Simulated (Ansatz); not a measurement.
# The perfect Ge wire along [110], 6 atoms a period, H-terminated

Wanted: the relaxed geometry and the bands of the Ge wire along [110], 6 atoms a period, H-terminated.

Method: DFT PBE, plane waves, PAW; relaxation of a wire's period; PAW set soft_1, in the first sound run; inputs show where later runs differ, in Ansatz 0.2.0.

Report form: the programs' logs are mostly left out.

## Step 1: The structure

The cell holds 14 atoms: 8 H and 6 Ge. Cell: a = 12.921 Å, b = 13.420 Å, c = 4.073 Å, α = 90.0°, β = 90.0°, γ = 90.0°. Vacuum lies along a and b. The structure's axis is c.

## Step 2: The relaxed wire

Band widths follow the bond lengths, so the wire is relaxed first. The atoms and the third cell vector are free; the box across stays fixed as vacuum. A Fermi-Dirac smearing is set since the result may be a metal. The pressure printed is a third of the stress's trace over the whole box, vacuum included; only the stress along the axis is relaxed.

Input file input.yaml:

```yaml
crystal:
  lattice:
    - [12.921, 0.0, 0.0]
    - [0.0, 13.42, 0.0]
    - [0.0, 0.0, 4.0729350596]
  atoms:
    - { symbol: H, position: [0.374584011, 0.746676929, 0.0] }
    - { symbol: H, position: [0.374584011, 0.253353204, 0.0] }
    - { symbol: Ge, position: [0.444289639, 0.348266369, 0.0] }
    - { symbol: H, position: [0.736888232, 0.500015067, 0.187268604] }
    - { symbol: H, position: [0.263137528, 0.500015067, 0.312731396] }
    - { symbol: Ge, position: [0.555736121, 0.651763765, 0.5] }
    - { symbol: Ge, position: [0.555736121, 0.348266369, 0.5] }
    - { symbol: H, position: [0.625441749, 0.746676929, 0.5] }
    - { symbol: H, position: [0.625441749, 0.253353204, 0.5] }
    - { symbol: Ge, position: [0.667182604, 0.500015067, 0.5] }
    - { symbol: H, position: [0.263137528, 0.500015067, 0.687268604] }
    - { symbol: H, position: [0.736888232, 0.500015067, 0.812731396] }
    - { symbol: Ge, position: [0.332843156, 0.500015067, 0.0] }
    - { symbol: Ge, position: [0.444289639, 0.651763765, 0.0] }
kpoints:
  mp_grid: { grid: [1, 1, 20] }
scf:
  occupations: { method: fermi_dirac, width: 0.05 }
hamiltonian:
  xc: pbe
  pseudopotentials: { kind: paw, azcp: { folder: soft_1 } }
relax:
  cell: { fix: [a, b, alpha, beta, gamma] }
  max_steps: 45
  f_tol: 0.03
```

Started as:

```bash
> ansatz run input.yaml --threads 4 --pin off --max-ram 16384MiB --backend cpu --events-out ev --progress --plain --runs-dir out
```

Run time: 63 s. Hardware: 4 threads of Arm Neoverse N1, shared host; peak memory 1.5 GiB; 4.1 min of CPU time.

Relaxation path:

| step | energy less that of the first step (eV) | largest force component (eV/Å) | pressure (GPa) | volume (Å³) |
| --- | --- | --- | --- | --- |
| 1 | 0.0000 | 0.3686 | -0.25 | 706.25 |
| 2 | -0.0840 | 0.4583 | 0.12 | 740.70 |
| 3 | -0.1504 | 0.0592 | -0.04 | 730.01 |
| 4 | -0.1513 | 0.0094 | -0.01 | 729.44 |
| 5* | -0.1554 | 0.0107 | -0.01 | 729.44 |

Relaxation steps marked * repeat the geometry before them on a plane-wave basis chosen anew for their cell, so energy and pressure can jump there.

Forces are held to the 8 operations that the run works with; a distortion that breaks them can't arise in this run.

| cell as run | before | after | change |
| --- | --- | --- | --- |
| c (Å) | 4.073 | 4.207 | +3.3 % |

The atoms that moved most (Å, along periodic axes as changes of fractional coordinates times the final cell, across vacuum about the mean position):

```
atom      dx     dy      dz  length
  H4  -0.041  0.000   0.085   0.094
 H11   0.041  0.000   0.085   0.094
  H5   0.041  0.000  -0.085   0.094
 H12  -0.041  0.000  -0.085   0.094
Ge10  -0.067  0.000   0.000   0.067
Ge13   0.067  0.000   0.000   0.067
  H2   0.043  0.045   0.000   0.062
  H9  -0.043  0.045   0.000   0.062
```

Numbers from this step:

```yaml
cell_length_along_the_wire: 4.207 Å
```

The cell's length comes to 4.207 Å with spin left out.

## Step 3: Bands of the perfect wire

This step: DFT PBE, plane waves, PAW; bands of a perfect wire; PAW set soft_1 (Ansatz 0.2.0).

At the relaxed period the bands are computed along the axis; those that cross an energy going forward count the channels that a perfect wire would open there.

Input file input.yaml:

```yaml
crystal:
  lattice:
    - [12.921, 0.0, 0.0]
    - [0.0, 13.42, 0.0]
    - [0.0, 0.0, 4.2067090328]
  atoms:
    - { symbol: H, position: [0.377934152, 0.743335409, 0.0] }
    - { symbol: H, position: [0.377934152, 0.256694724, 0.0] }
    - { symbol: Ge, position: [0.447838385, 0.35096875, 0.0] }
    - { symbol: H, position: [0.733710936, 0.500015067, 0.207407317] }
    - { symbol: H, position: [0.266314824, 0.500015067, 0.292592683] }
    - { symbol: Ge, position: [0.552187375, 0.649061384, 0.5] }
    - { symbol: Ge, position: [0.552187375, 0.35096875, 0.5] }
    - { symbol: H, position: [0.622091608, 0.743335409, 0.5] }
    - { symbol: H, position: [0.622091608, 0.256694724, 0.5] }
    - { symbol: Ge, position: [0.662027475, 0.500015067, 0.5] }
    - { symbol: H, position: [0.266314824, 0.500015067, 0.707407317] }
    - { symbol: H, position: [0.733710936, 0.500015067, 0.792592683] }
    - { symbol: Ge, position: [0.337998285, 0.500015067, 0.0] }
    - { symbol: Ge, position: [0.447838385, 0.649061384, 0.0] }
kpoints:
  mp_grid: { grid: [1, 1, 20] }
  band_path: { path: ["Γ", Z], npoints: 90 }
scf:
  occupations: { method: fermi_dirac, width: 0.05 }
hamiltonian:
  xc: pbe
  pseudopotentials: { kind: paw, azcp: { folder: soft_1 } }
output:
  dos: { e_range: [-5, 4] }
  write_potential: true
  write_density: true
  volumetric_format: npy
```

Wall time 63 s (4 threads); peak memory 2.3 GiB; 4.2 min of CPU time.

This step gave:

```
band gap : 2.285 eV
```

Electronic bands along the path, in eV, zero at the Fermi level:

```
  point  band 43  band 44  band 45  band 46  band 47  band 48  band 49  band 50
      Γ    -1.98    -1.87    -1.35    -1.13     1.16     1.16     2.59     2.88
halfway    -2.59    -1.98    -1.96    -1.78     2.67     3.05     3.25     3.33
      Z    -2.26    -2.26    -2.10    -2.10     2.64     2.64     3.17     3.17
```

The gap is 2.29 eV, with spin left out.

On this path the gap is direct, 2.29 eV, with the valence top at Γ and the conduction bottom at Γ.

## Step 4: Another level of theory, cutoff 500 eV, k-mesh 1×1×15

This step: DFT r2SCAN, plane waves, PAW; bands of a perfect wire at the PBE geometry; PAW set soft_1 (Ansatz 0.2.0).

The atoms stay at the PBE geometry and the functional changes. r2SCAN also reads the kinetic-energy density; it often gives larger moments and wider gaps than PBE, at a higher cost. Against the first PBE run of this kind, the cutoff is 500 eV against 420 and the mesh along the wire has 15 points against 20.

input.yaml: that of step 3 with these lines changed.

```diff
@@ -21,3 +21,3 @@
 kpoints:
-  mp_grid: { grid: [1, 1, 20] }
+  mp_grid: { grid: [1, 1, 15] }
   band_path: { path: ["Γ", Z], npoints: 90 }
@@ -26,8 +26,3 @@
 hamiltonian:
-  xc: pbe
+  xc: r2scan
   pseudopotentials: { kind: paw, azcp: { folder: soft_1 } }
-output:
-  dos: { e_range: [-5, 4] }
-  write_potential: true
-  write_density: true
-  volumetric_format: npy
```

The job ended after 1.9 min (4 threads; peak memory 3.7 GiB; 7.5 min of CPU time).

This step gave:

```yaml
band_gap: 2.583 eV
```

The gap is 2.58 eV, against 2.29 eV under PBE at the relaxed period.

## Step 5: Another level of theory, level HSE06, cutoff 420 eV

This step: DFT HSE06, plane waves, PAW; levels of a perfect wire at the PBE geometry; PAW set soft_1 (Ansatz 0.2.0).

The atoms stay at the PBE geometry and the functional changes. HSE06 mixes in a quarter of short-range exact exchange, which removes part of the self-interaction that closes gaps; it is dear, so the mesh is thinner and no path is run. Against the first PBE run of this kind, the mesh along the wire has 8 points against 20.

input.yaml: that of step 4 with these lines changed.

```diff
@@ -21,4 +21,3 @@
 kpoints:
-  mp_grid: { grid: [1, 1, 15] }
-  band_path: { path: ["Γ", Z], npoints: 90 }
+  mp_grid: { grid: [1, 1, 8] }
 scf:
@@ -26,3 +25,3 @@
 hamiltonian:
-  xc: r2scan
+  xc: hse06
   pseudopotentials: { kind: paw, azcp: { folder: soft_1 } }
```

The job ended after 2.6 min (4 threads; peak memory 9.8 GiB).

This step gave:

| Property | Result |
| --- | --- |
| band gap | 3.075 eV |

The gap is 3.08 eV, against 2.29 eV under PBE at the relaxed period.

## Step 6: With spin-orbit coupling, k-mesh 1×1×12

This step: DFT PBE, plane waves, fully relativistic PAW; bands of a perfect wire with spin-orbit coupling; PAW set soft_1 (Ansatz 0.2.0).

Spin-orbit coupling mixes the spins and splits bands that cross or touch without it, so it can open or close channels. Fully relativistic datasets take the place of the scalar ones. Against the first PBE run of this kind, the mesh along the wire has 12 points against 20.

input.yaml: that of step 5 with these lines changed.

```diff
@@ -21,3 +21,4 @@
 kpoints:
-  mp_grid: { grid: [1, 1, 8] }
+  mp_grid: { grid: [1, 1, 12] }
+  band_path: { path: ["Γ", Z], npoints: 90 }
 scf:
@@ -25,3 +26,6 @@
 hamiltonian:
-  xc: hse06
-  pseudopotentials: { kind: paw, azcp: { folder: soft_1 } }
+  xc: pbe
+  pseudopotentials: { kind: paw_fr, azcp: { folder: soft_1 } }
+magnetization:
+  noncollinear: true
+  spin_orbit: true
```

It took 17 min on 4 threads; peak memory 8.8 GiB.

This step gave:

```yaml
band_gap: 2.279 eV
```

The gap is 2.28 eV, against 2.29 eV under PBE at the relaxed period, with no moment.

## Step 7: The ladder

Times are for 4 threads of Arm Neoverse N1, shared host. Results by setting:

```csv
no.,run,band gap (eV),time,memory (GiB)
1,lead,2.285,63 s,2.3
2,levels,2.583,1.9 min,3.7
3,levels,3.075,2.6 min,9.8
4,SOC,2.279,17 min,8.8
```

## Step 8: At a strained period, period over the relaxed period 1.03

This step: DFT PBE, plane waves, PAW; relaxation at a fixed period; PAW set soft_1 (Ansatz 0.2.0).

The period is set to 1.03 times the relaxed one and the atoms relax within it: strain changes bond lengths and angles, which shifts the bands against each other. Against the first PBE run of this kind, the mesh along the wire has 14 points against 20.

The cell differs from the one that the last finished run ended in (c 4.207 → 4.333 Å).

input.yaml: that of step 6 with these lines changed.

```diff
@@ -4,3 +4,3 @@
     - [0.0, 13.42, 0.0]
-    - [0.0, 0.0, 4.2067090328]
+    - [0.0, 0.0, 4.3329103038]
   atoms:
@@ -21,3 +21,3 @@
 kpoints:
-  mp_grid: { grid: [1, 1, 12] }
+  mp_grid: { grid: [1, 1, 14] }
   band_path: { path: ["Γ", Z], npoints: 90 }
@@ -27,5 +27,7 @@
   xc: pbe
-  pseudopotentials: { kind: paw_fr, azcp: { folder: soft_1 } }
-magnetization:
-  noncollinear: true
-  spin_orbit: true
+  pseudopotentials: { kind: paw, azcp: { folder: soft_1 } }
+relax:
+  max_steps: 40
+  f_tol: 0.02
+output:
+  stress: true
```

Run time: 76 s. Hardware: 4 threads; peak memory 2.4 GiB.

Step by step:

| step | energy less that of the first step (eV) | largest force component (eV/Å) |
| --- | --- | --- |
| 1 | 0.0000 | 0.3924 |
| 2 | -0.0234 | 0.1558 |
| 3 | -0.0298 | 0.0159 |
| 4 | -0.0298 | 0.0159 |

The run keeps the 8 symmetry operations that it works with, so distortions that break them were not tested.

The atoms that moved most (Å):

```
atom      dx      dy      dz  length
 H12  -0.019   0.000  -0.030   0.036
  H4  -0.019   0.000   0.030   0.036
 H11   0.019   0.000   0.030   0.036
  H5   0.019   0.000  -0.030   0.036
 Ge6  -0.017  -0.001   0.000   0.018
Ge14   0.017  -0.001   0.000   0.018
 Ge7  -0.017   0.001   0.000   0.018
 Ge3   0.017   0.001   0.000   0.018
```

Final coordinates:

```cif
data_structure
_symmetry_space_group_name_H-M 'P 1'
_symmetry_Int_Tables_number 1
_cell_length_a 12.9210
_cell_length_b 13.4200
_cell_length_c 4.3329
_cell_angle_alpha 90.000
_cell_angle_beta 90.000
_cell_angle_gamma 90.000
_cell_volume 751.33
loop_
_atom_site_label
_atom_site_type_symbol
_atom_site_fract_x
_atom_site_fract_y
_atom_site_fract_z
_atom_site_occupancy
H1 H 0.37871 0.74289 0.00000 1
H2 H 0.37871 0.25714 0.00000 1
Ge3 Ge 0.44919 0.35107 0.00000 1
H4 H 0.73226 0.50002 0.21437 1
H5 H 0.26777 0.50002 0.28563 1
Ge6 Ge 0.55083 0.64896 0.50000 1
Ge7 Ge 0.55083 0.35107 0.50000 1
H8 H 0.62132 0.74289 0.50000 1
H9 H 0.62132 0.25714 0.50000 1
Ge10 Ge 0.66096 0.50002 0.50000 1
H11 H 0.26777 0.50002 0.71437 1
H12 H 0.73226 0.50002 0.78563 1
Ge13 Ge 0.33907 0.50002 0.00000 1
Ge14 Ge 0.44919 0.64896 0.00000 1
```

This step gave:

```yaml
band_gap: 2.135 eV
```

The electronic bands at the labelled points (eV, zero at the Fermi level):

```csv
point,band 43,band 44,band 45,band 46,band 47,band 48,band 49,band 50
Γ,-1.69,-1.53,-1.25,-1.05,1.08,1.09,2.88,3.19
halfway,-2.28,-1.70,-1.65,-1.51,2.97,3.33,3.35,3.44
Z,-1.97,-1.97,-1.82,-1.82,2.97,2.97,3.45,3.45
```

The gap is 2.13 eV, against 2.29 eV under PBE at the relaxed period.

## Step 9: Strain along the wire, period over the relaxed period 1.06

The period is set to 1.06 times the relaxed one and the atoms relax within it: strain changes bond lengths and angles, which shifts the bands against each other. Against the first PBE run of this kind, the mesh along the wire has 14 points against 20.

The cell differs from the one that the last finished run ended in (c 4.333 → 4.459 Å).

input.yaml: that of step 8 with these lines changed.

```diff
@@ -4,3 +4,3 @@
     - [0.0, 13.42, 0.0]
-    - [0.0, 0.0, 4.3329103038]
+    - [0.0, 0.0, 4.4591115748]
   atoms:
```

The job ended after 82 s (4 threads; peak memory 2.5 GiB; 5.2 min of CPU time).

Relaxation path:

```
step  energy less that of the first step (eV)  largest force component (eV/Å)
   1                                   0.0000                          0.7135
   2                                  -0.0706                          0.4037
   3                                  -0.1106                          0.0480
   4                                  -0.1112                          0.0154
```

Forces are held to the 8 operations that the run works with; a distortion that breaks them can't arise in this run.

The atoms that moved most (Å):

```csv
atom,dx,dy,dz,length
H12,-0.045,0.000,-0.060,0.076
H4,-0.045,0.000,0.060,0.076
H11,0.045,0.000,0.060,0.076
H5,0.045,0.000,-0.060,0.076
Ge10,-0.034,0.000,0.000,0.034
Ge13,0.034,0.000,0.000,0.034
Ge3,0.032,-0.005,0.000,0.032
Ge7,-0.032,-0.005,0.000,0.032
```

Final coordinates:

```cif
data_structure
_symmetry_space_group_name_H-M 'P 1'
_symmetry_Int_Tables_number 1
_cell_length_a 12.9210
_cell_length_b 13.4200
_cell_length_c 4.4591
_cell_angle_alpha 90.000
_cell_angle_beta 90.000
_cell_angle_gamma 90.000
_cell_volume 773.21
loop_
_atom_site_label
_atom_site_type_symbol
_atom_site_fract_x
_atom_site_fract_y
_atom_site_fract_z
_atom_site_occupancy
H1 H 0.37956 0.74330 0.00000 1
H2 H 0.37956 0.25673 0.00000 1
Ge3 Ge 0.45028 0.35058 0.00000 1
H4 H 0.73019 0.50002 0.22097 1
H5 H 0.26983 0.50002 0.27903 1
Ge6 Ge 0.54974 0.64945 0.50000 1
Ge7 Ge 0.54974 0.35058 0.50000 1
H8 H 0.62047 0.74330 0.50000 1
H9 H 0.62047 0.25673 0.50000 1
Ge10 Ge 0.65938 0.50002 0.50000 1
H11 H 0.26983 0.50002 0.72097 1
H12 H 0.73019 0.50002 0.77903 1
Ge13 Ge 0.34065 0.50002 0.00000 1
Ge14 Ge 0.45028 0.64945 0.00000 1
```

Numbers from this step:

| Property | Result |
| --- | --- |
| band gap | 1.972 eV |

Electronic bands along the path, in eV, zero at the Fermi level:

```csv
point,band 43,band 44,band 45,band 46,band 47,band 48,band 49,band 50
Γ,-1.40,-1.25,-1.16,-0.98,0.99,1.03,3.13,3.40
halfway,-1.99,-1.50,-1.39,-1.27,3.19,3.25,3.36,3.56
Z,-1.71,-1.71,-1.60,-1.60,3.23,3.23,3.67,3.67
```

The gap is 1.97 eV, against 2.29 eV under PBE at the relaxed period.

## Step 10: Summary of results

```
cell length, PBE              : 4.207 Å
gap, PBE                      : 2.29 eV
gap, r2SCAN                   : 2.58 eV
gap, HSE06                    : 3.08 eV
gap, with spin-orbit coupling : 2.28 eV
gap, period scaled by 1.03    : 2.13 eV
gap, period scaled by 1.06    : 1.97 eV
```

What this shows: Under PBE the cell's length is 4.21 Å, and a gap of 2.29 eV makes it a semiconductor. At the relaxed period the wire is gapped under every functional, from 2.29 eV (PBE) to 3.08 eV (HSE06). Weak screening in one dimension makes quasiparticle gaps larger than the semilocal gaps, as a rule. Strain matters: under PBE the gap goes from 2.29 eV to 2.13 eV at 1.03 times the period and 1.97 eV at 1.06 times the period. A hybrid's gap is read on a coarse mesh, without a band path.

[Logs are printed without paths, hosts, clocks, repeated set-up lines and the standing remarks that a program may print on its own settings, such as how far it seeks lower states.]

[Hosts, paths, dates, database ids (printed as entryN), source tags and the programs' standing remarks are cut or masked in the printed files.]
